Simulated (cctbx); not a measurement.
# What is wrong with this refinement?

Cell a = 12.7930 Å, b = 7.4330 Å, c = 13.0330 Å, α = 90.00°, β = 90.47°, γ = 90.00°; space group C2/c (no. 15). The compound is RbCuICl2.

Simulated single-crystal data (cctbx): Mo Kα, λ = 0.71073 Å, to d = 0.77 Å, 95 % of the full sphere, strongest reflection 70000 counts, noise from counting, a 2 % proportional error and a noise floor of 15 counts (s.d.); no absorption, and some extinction, which the refinements don't model.

An anisotropic refinement with weights 1/σ² prints:

```text
Rint 0.016, 289 unique reflections to 1.30 A
cycle     R1     wR2    GooF  max shift (A)
   1  0.0156  0.0402   2.297   0.00446
   2  0.0076  0.0161   0.919   0.00000
final R1 0.0076 wR2 0.0161 GooF 0.919  parameters 47  data/parameter 6.1
atom        x        y        z      Ueq    occ   su(xyz)  su(Uiso or U11)
I1     0.16461  0.98409  0.40980   0.0060  1.000  0.00003  0.0003
Rb1    0.66720  0.01956  0.88080   0.0057  1.000  0.00005  0.0004
Cu1    0.50000  0.53575  0.75000   0.0095  1.000  0.00009  0.0005
Cu2    0.00000  0.00000  0.50000   0.0079  1.000  0.00000  0.0006
Cl1    0.57407  0.69076  0.14163   0.0099  1.000  0.00014  0.0008
Cl2    0.41220  0.77627  0.84745   0.0125  1.000  0.00013  0.0009
difference map: max 0.16 min -0.24 rms 0.06
Q1    0.0746  0.4122  0.2720    8    0.16  1.91 A from Rb1
Q2    0.9949  0.2462  0.6830    8    0.15  1.28 A from Cl2
Q3    0.1067  0.1530  0.3924    8    0.14  1.47 A from I1
Q4    0.1404  0.2287  0.1628    8    0.14  0.93 A from Cl1
Q5    0.1326  0.2391  0.9132    8    0.14  1.71 A from I1
Q6    0.1266  0.2424  0.3631    8    0.14  1.86 A from Rb1
```

Q: Accept it or mend it, and why?

Mend it. The fault: data cut at low resolution. Against the right model at the same level, R1 goes from 0.0092 to 0.0076 and GooF from 0.94 to 0.92. The atoms are right, but there are too few data for the parameters: R1 flatters and the s.u.s grow. Data per parameter fall from 30.7 to 6.1.

The compound is RbCuICl2. The right model at the same level gives:

```text
Rint 0.018, 1442 unique reflections to 0.77 A
cycle     R1     wR2    GooF  max shift (A)
   1  0.0305  0.0757   3.689   0.00207
   2  0.0092  0.0194   0.943   0.00000
final R1 0.0092 wR2 0.0194 GooF 0.943  parameters 47  data/parameter 30.7
atom        x        y        z      Ueq    occ   su(xyz)  su(Uiso or U11)
I1     0.16461  0.98409  0.40979   0.0061  1.000  0.00001  0.0000
Rb1    0.66720  0.01948  0.88088   0.0057  1.000  0.00002  0.0001
Cu1    0.50000  0.53570  0.75000   0.0098  1.000  0.00004  0.0001
Cu2    0.00000  0.00000  0.50000   0.0080  1.000  0.00000  0.0001
Cl1    0.57418  0.69101  0.14157   0.0099  1.000  0.00005  0.0002
Cl2    0.41216  0.77587  0.84748   0.0121  1.000  0.00005  0.0002
difference map: max 0.36 min -0.46 rms 0.11
Q1    0.0085  0.2377  0.1574    8    0.38  0.93 A from Cl1
Q2    0.0925  0.4165  0.2820    8    0.38  1.67 A from Rb1
Q3    0.0166  0.4656  0.1237    8    0.38  2.16 A from Cl2
Q4    0.0341  0.2663  0.5957    8    0.35  1.01 A from Cl2
Q5    0.2083  0.2237  0.3997    8    0.35  1.87 A from I1
Q6    0.0084  0.2191  0.8600    8    0.35  1.31 A from Cl2
```

The model is made up (kin elements in a known structure type, no relaxation), so it says nothing on whether the phase exists.

[Middle refinement cycles are left out of these outputs.]

[Logs are printed without paths, hosts, clocks, repeated set-up lines and the standing remarks that a program may print on its own settings, such as how far it seeks lower states.]
